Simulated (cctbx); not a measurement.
**A crystallographic session in cctbx: TbSb2Ru2**

Library: cctbx 2025.11. The data are simulated by the first script.

## 1. Simulate the data

run.py:

```python
from cctbx import adptbx, crystal, miller, sgtbx, xray
from cctbx.array_family import flex
from iotbx.shelx import hklf
from scitbx import matrix
import scitbx.random

cs = crystal.symmetry(unit_cell=(4.603, 4.603, 10.074, 90, 90, 90), space_group_symbol='Hall: P 4ab 2ab -1ab')  # P4/nmm
atoms = [  # label, site, U (iso, or U11 U22 U33 U12 U13 U23 in A^2), occupancy
    ("Tb1", (0.5, 0, 0.7615), (0.0052, 0.0052, 0.0067, 0.0000, 0.0000, -0.0000), 1),
    ("Sb1", (0.5, 0, 0.1303), (0.0082, 0.0082, 0.0073, 0.0000, 0.0000, 0.0000), 1),
    ("Sb2", (0.5, 0.5, 0.5), (0.0086, 0.0086, 0.0108, 0.0000, 0.0000, 0.0000), 1),
    ("Ru1", (0.5, 0, 0.3796), (0.0065, 0.0065, 0.0103, 0.0000, 0.0000, -0.0000), 1),
    ("Ru2", (0.5, 0.5, 0), (0.0212, 0.0212, 0.0104, -0.0000, 0.0000, 0.0000), 1),
]
xs = xray.structure(crystal_symmetry=cs)
for label, site, u, occ in atoms:
    u = adptbx.u_cif_as_u_star(cs.unit_cell(), u) if isinstance(u, tuple) else u
    xs.add_scatterer(xray.scatterer(label, site=site, u=u, occupancy=occ))
xs.set_inelastic_form_factors(1.54184, "sasaki")
xs.show_summary()
p1 = xs.expand_to_p1()
ms = miller.build_set(p1, anomalous_flag=True, d_min=0.83)
flex.set_random_seed(194786)
scitbx.random.set_random_seed(194786)
ms = ms.select(flex.random_double(ms.size()) < 0.5)
i = ms.structure_factors_from_scatterers(p1, algorithm="direct").f_calc().as_intensity_array().data()
i = i / flex.sqrt(1 + 0.3 * i / flex.max(i))  # extinction
i = i * 20000 / flex.max(i)
sig = flex.sqrt(i + flex.pow2(0.06 * i) + 4 ** 2)
noise = scitbx.random.variate(scitbx.random.normal_distribution())(i.size())
data = ms.array(data=i + sig * noise, sigmas=sig).set_observation_type_xray_intensity()
with open("data.hkl", "w") as f:
    data.export_as_shelx_hklf(f)
print("reflections written:", data.size(), " <I/sigma> = %.1f" % flex.mean(data.data() / data.sigmas()))
for h, a, b in list(data.sort("data"))[:12]:
    print("%4d%4d%4d %9.1f %7.1f" % (h + (a, b)))
```

```console
$ python run.py
```

```text
Number of scatterers: 5
At special positions: 5
Unit cell: (4.603, 4.603, 10.074, 90, 90, 90)
Space group: P 4/n m m :1 (No. 129)
reflections written: 797  <I/sigma> = 8.6
  -2   0   0   21884.7  1208.3
   2   0   0   21611.8  1208.3
   0  -2   0   18426.0  1208.3
  -2  -2   0   14669.2   892.0
  -4   0   0    9716.4   557.6
   0   4   0    9348.8   557.6
   0   0  -8    9072.2   590.6
   1  -1   2    9056.3   558.1
   1  -1  -2    8612.6   558.1
   0  -2   8    7854.9   477.4
   4   2   0    7515.6   459.4
  -4  -2   0    7478.0   459.4
```

Run time: 0.43 s on 1 thread of Arm Neoverse N1, on a shared host, peak memory 0.07 GiB.

## 2. Symmetry

run.py:

```python
from cctbx import crystal, sgtbx, statistics
from cctbx.array_family import flex
from iotbx.shelx import hklf

p1 = crystal.symmetry(unit_cell=(4.603, 4.603, 10.074, 90, 90, 90), space_group_symbol="P 1")
raw = hklf.reader(file_name="data.hkl").as_miller_arrays(crystal_symmetry=p1, anomalous=True)[0]
print(raw.size(), "reflections to d = %.3f A" % raw.d_min())
isig = raw.data() / raw.sigmas()
print("centring   violations  <I/sigma> of those")
best = "P"
for c in "ABCIRF":
    a = raw.customized_copy(space_group_info=sgtbx.space_group_info("Hall: %s 1" % c)).sys_absent_flags().data()
    m = flex.mean(isig.select(a))
    print("%5s %10d of %5d %8.1f" % (c, (isig.select(a) > 4).count(True), a.count(True), m))
    if (isig.select(a) > 4).count(True) < 0.01 * a.count(True):
        best = c
raw = raw.select(~raw.customized_copy(space_group_info=sgtbx.space_group_info("Hall: %s 1" % best)).sys_absent_flags().data())
isig = raw.data() / raw.sigmas()
rows = []
for s in sgtbx.space_group_symbol_iterator():
    g = sgtbx.space_group(s)
    if g.conventional_centring_type_symbol() != best or not g.is_compatible_unit_cell(p1.unit_cell(), 1e-3, 0.02):
        continue
    rows.append((s, g))
print("Laue class    unique    Rint  (classes that these axes allow; Friedel mates merged)")
rint = {}
for s, g in rows:
    laue = g.build_derived_patterson_group()
    key = laue.type().hall_symbol()
    if key not in rint:
        m = raw.customized_copy(space_group_info=laue.info(), anomalous_flag=False).merge_equivalents()
        rint[key] = m.r_int()
        print("%-14s %6d %7.3f" % (laue.type().lookup_symbol(), m.array().size(), m.r_int()))
floor = min(rint.values())
good = [(s, g) for s, g in rows if rint[g.build_derived_patterson_group().type().hall_symbol()] < 2 * floor + 0.03]
top = max(g.build_derived_patterson_group().order_z() for s, g in good)
print("space group    extra absences  I>4sigma  <I/sigma>")
for s, g in good:
    laue = g.build_derived_patterson_group()
    if laue.order_z() != top:
        continue
    a = raw.customized_copy(space_group_info=g.info()).sys_absent_flags().data()
    a &= ~raw.customized_copy(space_group_info=laue.info()).sys_absent_flags().data()
    bad = (isig.select(a) > 4).count(True)
    if bad <= 0.03 * a.count(True):
        print("%-16s %8d %10d %9s  %s" % (s.universal_hermann_mauguin(), a.count(True), bad, "%.1f" % flex.mean(isig.select(a)) if a.count(True) else "-", "centric" if g.is_centric() else "acentric"))
laue = max(good, key=lambda t: t[1].build_derived_patterson_group().order_z())[1].build_derived_patterson_group()
f = raw.customized_copy(space_group_info=laue.info(), anomalous_flag=False).merge_equivalents().array().eliminate_sys_absent().f_sq_as_f()
f.set_observation_type_xray_amplitude()
bins = max(3, min(8, f.size() // 12))
f.setup_binner(n_bins=bins)
w = statistics.wilson_plot(f, {e: n / laue.order_z() for e, n in {'Tb': 2.0, 'Sb': 4.0, 'Ru': 4.0}.items()}, e_statistics=True)
print("Wilson B = %.2f A^2   <|E^2-1|> = %.3f (0.968 centric, 0.736 acentric)   E^2>4: %.1f %%" % (w.wilson_b, w.mean_e_sq_minus_1, w.percent_e_sq_gt_2))
print("shell (A)         n   <I/sigma>")
m = raw.customized_copy(space_group_info=laue.info(), anomalous_flag=False).merge_equivalents().array().eliminate_sys_absent()
for b in m.setup_binner(n_bins=bins).range_used():
    sel = m.binner().selection(b)
    print("%5.2f - %4.2f %6d %8.1f" % (min(m.binner().bin_d_range(b)[0] if m.binner().bin_d_range(b)[0] > 0 else 99, 99), m.binner().bin_d_range(b)[1], sel.count(True), flex.mean((m.data() / m.sigmas()).select(sel))))
```

```console
$ python run.py
```

```text
797 reflections to d = 0.835 A
centring   violations  <I/sigma> of those
    A        272 of   389      8.7
    B        272 of   386      8.7
    C        280 of   427      7.5
    I        214 of   413      5.5
    R        406 of   550      8.8
    F        412 of   601      8.3
Laue class    unique    Rint  (classes that these axes allow; Friedel mates merged)
P -1              594   0.025
P 1 2/m 1         409   0.034
P 1 1 2/m         396   0.036
P 2/m 1 1         403   0.036
P m m m           258   0.040
P 4/m             215   0.046
P 4/m m m         153   0.048
space group    extra absences  I>4sigma  <I/sigma>
P 4 2 2                 0          0         -  acentric
P 4 21 2                7          0      -0.2  acentric
P 4 m m                 0          0         -  acentric
P -4 2 m                0          0         -  acentric
P -4 21 m               7          0      -0.2  acentric
P -4 m 2                0          0         -  acentric
P 4/m m m               0          0         -  centric
P 4/n m m :1           32          0      -0.0  centric
P 4/n m m :2           32          0      -0.0  centric
Wilson B = 1.12 A^2   <|E^2-1|> = 1.040 (0.968 centric, 0.736 acentric)   E^2>4: 3.4 %
shell (A)         n   <I/sigma>
 5.04 - 1.65     25     17.4
 1.65 - 1.32     21     16.9
 1.32 - 1.16     17     18.2
 1.16 - 1.05     20     21.1
 1.05 - 0.98     18     16.1
 0.98 - 0.92     12     16.2
 0.92 - 0.87     21     18.5
 0.87 - 0.84     19     17.1
```

Time: 0.57 s.

## 3. Patterson map

run.py:

```python
from cctbx import crystal, maptbx
from iotbx.shelx import hklf

cs = crystal.symmetry(unit_cell=(4.603, 4.603, 10.074, 90, 90, 90), space_group_symbol='Hall: P 4ab 2ab -1ab')  # P4/nmm
raw = hklf.reader(file_name="data.hkl").as_miller_arrays(crystal_symmetry=cs, anomalous=True)[0]
merged = raw.eliminate_sys_absent().merge_equivalents()
fo2 = merged.array().set_observation_type_xray_intensity()
f = fo2.average_bijvoet_mates().f_sq_as_f()
pm = f.patterson_map(symmetry_flags=maptbx.use_space_group_symmetry, sharpening=False, resolution_factor=0.25)
peaks = pm.peak_search(parameters=maptbx.peak_search_parameters(min_distance_sym_equiv=0.4, max_clusters=14)).all()
top = peaks.heights()[0]
print("Patterson group", f.patterson_symmetry().space_group_info())
print("      u       v       w   height  length (A)")
for x, h in zip(peaks.sites(), peaks.heights()):
    y = [t - round(t) for t in x]
    print("%7.3f %7.3f %7.3f %8.1f %8.2f" % (x + (1000 * h / top, cs.unit_cell().length(y))))
```

```console
$ python run.py
```

```text
Patterson group P 4/m m m
      u       v       w   height  length (A)
  0.000   0.000   0.000   1000.0     0.00
  0.500   0.500   0.500    894.3     6.00
  0.000   0.000   0.374    427.0     3.77
  0.500   0.500   0.123    378.9     3.48
  0.000   0.500   0.252    364.2     3.43
  0.000   0.500   0.375    331.3     4.42
  0.000   0.500   0.124    320.1     2.62
  0.500   0.500   0.000    296.2     3.25
  0.000   0.000   0.500    290.1     5.04
  0.000   0.000   0.250    167.4     2.52
  0.500   0.500   0.254    155.8     4.14
  0.303   0.303   0.500     24.2     5.41
  0.196   0.196   0.000     23.3     1.28
  0.000   0.146   0.104      9.5     1.25
```

Time: 0.42 s.

## 4. Charge flipping

run.py:

```python
import itertools
from cctbx import crystal, maptbx
from cctbx.array_family import flex
from iotbx.shelx import hklf
from smtbx.ab_initio import charge_flipping as cf

cs = crystal.symmetry(unit_cell=(4.603, 4.603, 10.074, 90, 90, 90), space_group_symbol='Hall: P 4ab 2ab -1ab')  # P4/nmm
raw = hklf.reader(file_name="data.hkl").as_miller_arrays(crystal_symmetry=cs, anomalous=True)[0]
merged = raw.eliminate_sys_absent().merge_equivalents()
fo2 = merged.array().set_observation_type_xray_intensity()
f = fo2.average_bijvoet_mates().f_sq_as_f().resolution_filter(d_min=0.83)
p1 = f.expand_to_p1()
p1.setup_binner_counting_sorted(reflections_per_bin=max(40, p1.size() // 12))
work = p1.array(data=p1.data() / p1.amplitude_quasi_normalisations().data())
flex.set_random_seed(91979)
it = cf.weak_reflection_improved_iterator(delta=None, weak_reflection_fraction=0.1)
it.start(work, phases=flex.random_double(p1.size()) * 6.2832, f_000=0)
it.delta = 1.1 * it.rho_map.sigma()
print("cycle      R  skewness")
for n, st in enumerate(itertools.islice(it, 6)):
    if n % 1 == 0:
        print("%5d %6.3f %8.2f" % (n, st.r1_factor(), st.rho_map.skewness()))
rho = p1.phase_transfer(it.f_calc).fft_map().apply_volume_scaling()
polish = cf.low_density_elimination_iterator(constant_rho_c=rho.sigma())
polish.start(f_obs=p1, phases=it.f_calc, f_000=0)
for _ in range(8):
    next(polish)
print("origin shift          correlation  skewness")
maps = []
for fc, shift, cc in itertools.islice(cf.f_calc_symmetrisations(f, polish.f_calc, 0), 4):
    m = f.phase_transfer(fc).fft_map(symmetry_flags=maptbx.use_space_group_symmetry, resolution_factor=0.25).apply_sigma_scaling()
    maps.append((m.skewness(), cc, m))
    print("%6.3f %6.3f %6.3f %10.3f %9.2f" % (tuple(shift) + (cc, m.skewness())))
skew, cc, m = max((t for t in maps if t[1] > maps[0][1] - 0.04), key=lambda t: t[0])
print("taken: symmetry correlation %.3f, skewness %.2f" % (cc, skew))
peaks = m.peak_search(parameters=maptbx.peak_search_parameters(min_distance_sym_equiv=0.9, max_clusters=10)).all()
sps = cs.special_position_settings(min_distance_sym_equiv=0.5)
print("peak      x       y       z  mult  height/sigma")
for k, (x, h) in enumerate(zip(peaks.sites(), peaks.heights())):
    ss = sps.site_symmetry(x)
    print("Q%-3d %7.4f %7.4f %7.4f %4d %8.1f" % ((k + 1,) + tuple(t % 1 for t in ss.exact_site()) + (ss.multiplicity(), h)))
```

```console
$ python run.py
```

```text
cycle      R  skewness
    0  0.629     0.35
    1  0.635     0.98
    2  0.594     1.40
    3  0.570     1.85
    4  0.536     2.23
    5  0.523     2.52
origin shift          correlation  skewness
 0.163  0.613  0.226      0.931      4.97
 0.163  0.620  0.466      0.903      3.09
 0.167  0.119  0.469      0.900      3.26
 0.166  0.119  0.229      0.901      3.28
taken: symmetry correlation 0.931, skewness 4.97
peak      x       y       z  mult  height/sigma
Q1    0.0000  0.5000  0.7587    2     12.7
Q2    0.0000  0.0000  0.5000    2     12.2
Q3    0.0000  0.5000  0.1269    2     11.2
Q4    0.0000  0.0000  0.0000    2     10.3
Q5    0.0000  0.5000  0.3887    2      9.0
Q6    0.0000  0.3392  0.6545    8      1.5
Q7    0.0000  0.3365  0.8501    8      1.5
Q8    0.1361  0.3639  0.0573    8      1.4
Q9    0.0000  0.0000  0.8696    4      1.3
Q10   0.0000  0.0000  0.2594    4      1.1
```

Time: 0.53 s.

This run holds a fault made on purpose: far too few cycles.

## 5. Charge flipping

run.py, as its changes from the last script of this kind:

```diff
@@ -20,2 +20,2 @@
-for n, st in enumerate(itertools.islice(it, 6)):
-    if n % 1 == 0:
+for n, st in enumerate(itertools.islice(it, 300)):
+    if n % 25 == 0:
```

```console
$ python run.py
```

```text
cycle      R  skewness
    0  0.629     0.35
   25  0.476     2.37
   50  0.480     2.27
   75  0.474     2.34
  100  0.461     2.20
  125  0.494     2.47
  150  0.483     2.37
  175  0.471     2.32
  200  0.506     2.41
  225  0.477     2.39
  250  0.484     2.38
  275  0.462     2.40
origin shift          correlation  skewness
 0.356  0.916  0.373      0.867      4.32
 0.391  0.549  0.254      0.875      0.74
 0.391  0.549  0.005      0.874      0.92
-0.004  0.330  0.210      0.804      0.76
taken: symmetry correlation 0.867, skewness 4.32
peak      x       y       z  mult  height/sigma
Q1    0.0000  0.5000  0.2456    2     12.6
Q2    0.0000  0.5000  0.8605    2     11.9
Q3    0.0000  0.5000  0.6262    2     11.7
Q4    0.0000  0.0000  0.5000    2      8.1
Q5    0.0000  0.0000  0.0000    2      6.1
Q6    0.0000  0.0000  0.2411    4      3.4
Q7    0.0000  0.0000  0.1183    4      1.9
Q8    0.0000  0.5000  0.3372    2      1.9
Q9    0.1397  0.1517  0.0807   16      1.5
Q10   0.1740  0.3260  0.6538    8      1.5
```

Time: 0.61 s.

## 6. Refinement (model from the peaks)

run.py:

```python
import math
from cctbx import adptbx, crystal, maptbx, sgtbx, xray
from cctbx.array_family import flex
from cctbx.xray import observations
from iotbx.shelx import hklf
from scitbx.lstbx import normal_eqns_solving
from smtbx import absolute_structure, utils
from smtbx.refinement import constraints, least_squares

cs = crystal.symmetry(unit_cell=(4.603, 4.603, 10.074, 90, 90, 90), space_group_symbol='Hall: P 4ab 2ab -1ab')  # P4/nmm
atoms = [  # label, site, U (iso, or U11 U22 U33 U12 U13 U23 in A^2), occupancy
    ("Sb1", (0, 0.5, 0.2456), 0.0200, 1),
    ("Tb1", (0, 0.5, 0.8605), 0.0200, 1),
    ("Sb2", (0, 0.5, 0.6262), 0.0200, 1),
    ("Ru1", (0, 0, 0.5), 0.0200, 1),
    ("Ru2", (0, 0, 0), 0.0200, 1),
]
xs = xray.structure(crystal_symmetry=cs)
for label, site, u, occ in atoms:
    u = adptbx.u_cif_as_u_star(cs.unit_cell(), u) if isinstance(u, tuple) else u
    xs.add_scatterer(xray.scatterer(label, site=site, u=u, occupancy=occ))
xs.set_inelastic_form_factors(1.54184, "sasaki")
raw = hklf.reader(file_name="data.hkl").as_miller_arrays(crystal_symmetry=cs, anomalous=True)[0]
merged = raw.eliminate_sys_absent().merge_equivalents()
fo2 = merged.array().set_observation_type_xray_intensity()
print("Rint %.3f, %d unique reflections to %.2f A" % (merged.r_int(), fo2.size(), fo2.d_min()))
for sc in xs.scatterers():
    sc.flags.set_grad_site(True)
    sc.flags.set_grad_u_aniso(sc.flags.use_u_aniso())
    sc.flags.set_grad_u_iso(sc.flags.use_u_iso())
obs = fo2.as_xray_observations()
extra = {}
rep = constraints.reparametrisation(xs, [], utils.connectivity_table(xs), **extra)
ls = least_squares.crystallographic_ls(obs, rep, weighting_scheme=least_squares.mainstream_shelx_weighting(a=0, b=0))
print("cycle     R1     wR2    GooF  max shift (A)")
for cycle in range(6):
    ls.build_up()
    r1, wr2, goof = ls.r1_factor(cutoff_factor=2)[0], ls.wR2(), ls.goof()
    old = xs.sites_cart()
    normal_eqns_solving.levenberg_marquardt_iterations(ls, n_max_iterations=3, tau=0.0001, step_threshold=1e-7)
    big = flex.max((xs.sites_cart() - old).norms())
    print("%4d %7.4f %7.4f %7.3f %9.5f" % (cycle + 1, r1, wr2, goof, big))
    ls.build_up(objective_only=True)
    if abs(ls.wR2() - wr2) < 5e-5 and big < 5e-4:
        break
ls.build_up()
print("final R1 %.4f wR2 %.4f GooF %.3f  parameters %d  data/parameter %.1f" % (ls.r1_factor(cutoff_factor=2)[0], ls.wR2(), ls.goof(), ls.n_parameters, fo2.size() / ls.n_parameters))
cov = ls.covariance_matrix_and_annotations()
su = dict(zip(cov.annotations, (math.sqrt(max(v, 0)) for v in cov.matrix.matrix_packed_u_diagonal())))
a2 = cs.unit_cell().reciprocal_parameters()[0] ** -2
print("atom        x        y        z      Ueq    occ   su(xyz)  su(Uiso or U11)")
for sc in xs.scatterers():
    s = max(su.get(sc.label + k, 0) for k in (".x", ".y", ".z"))
    npd = "" if sc.is_positive_definite_u(cs.unit_cell()) else "  NPD"
    print("%-5s %8.5f %8.5f %8.5f %8.4f %6.3f %8.5f %7.4f%s" % ((sc.label,) + sc.site + (sc.u_iso_or_equiv(cs.unit_cell()), sc.occupancy, s, su.get(sc.label + ".uiso", su.get(sc.label + ".u11", 0) * a2), npd)))
fo = fo2.f_sq_as_f()
fc = fo.structure_factors_from_scatterers(xs, algorithm="direct").f_calc()
diff = fo.f_obs_minus_f_calc(1 / math.sqrt(ls.scale_factor()), fc).average_bijvoet_mates()
m = diff.fft_map(symmetry_flags=maptbx.use_space_group_symmetry, resolution_factor=0.25).apply_volume_scaling()
print("difference map: max %.2f min %.2f rms %.2f" % (m.statistics().max(), m.statistics().min(), m.statistics().sigma()))
peaks = m.peak_search(parameters=maptbx.peak_search_parameters(min_distance_sym_equiv=0.6, max_clusters=5)).all()
near = xs.closest_distances(peaks.sites(), distance_cutoff=4)
sps = cs.special_position_settings(min_distance_sym_equiv=0.5)
for k, (x, h) in enumerate(zip(peaks.sites(), peaks.heights())):
    ss = sps.site_symmetry(x)
    print("Q%-3d %7.4f %7.4f %7.4f %4d %7.2f  %.2f A from %s" % ((k + 1,) + tuple(t % 1 for t in ss.exact_site()) + (ss.multiplicity(), h, near.smallest_distances[k], xs.scatterers()[near.i_seqs[k]].label)))
```

```console
$ python run.py
```

```text
Rint 0.047, 145 unique reflections to 0.84 A
cycle     R1     wR2    GooF  max shift (A)
   1  0.2966  0.6657  15.498   0.09540
   2  0.1150  0.3496   8.139   0.00146
   3  0.1111  0.3446   8.023   0.00204
   4  0.1175  0.3573   8.318   0.00195
   5  0.1115  0.3454   8.041   0.00012
   6  0.1107  0.3441   8.011   0.00206
final R1 0.1175 wR2 0.3572 GooF 8.316  parameters 8  data/parameter 18.1
atom        x        y        z      Ueq    occ   su(xyz)  su(Uiso or U11)
Sb1    0.00000  0.50000  0.23777   0.0001  1.000  0.00059  0.0022
Tb1    0.00000  0.50000  0.87010   0.0001  1.000  0.00054  0.0022
Sb2    0.00000  0.50000  0.62053   0.0082  1.000  0.00068  0.0023
Ru1    0.00000  0.00000  0.50000   0.0001  1.000  0.00000  0.0024
Ru2    0.00000  0.00000  0.00000   0.0077  1.000  0.00000  0.0026
difference map: max 33.67 min -4.53 rms 2.02
Q1    0.0000  0.0000  0.5000    2   33.67  0.00 A from Ru1
Q2    0.0000  0.5000  0.2402    2   26.40  0.02 A from Sb1
Q3    0.0000  0.0000  0.0000    2    5.75  0.00 A from Ru2
Q4    0.0000  0.5000  0.9232    2    5.33  0.53 A from Tb1
Q5    0.0000  0.5000  0.0639    2    4.69  1.75 A from Sb1
```

It took 0.78 s on 1 thread of Arm Neoverse N1 (shared host), peak memory 0.09 GiB.

Figures of merit this high mean that the model is still wrong or incomplete.

[Logs are printed without paths, hosts, clocks, repeated set-up lines and the standing remarks that a program may print on its own settings, such as how far it seeks lower states.]
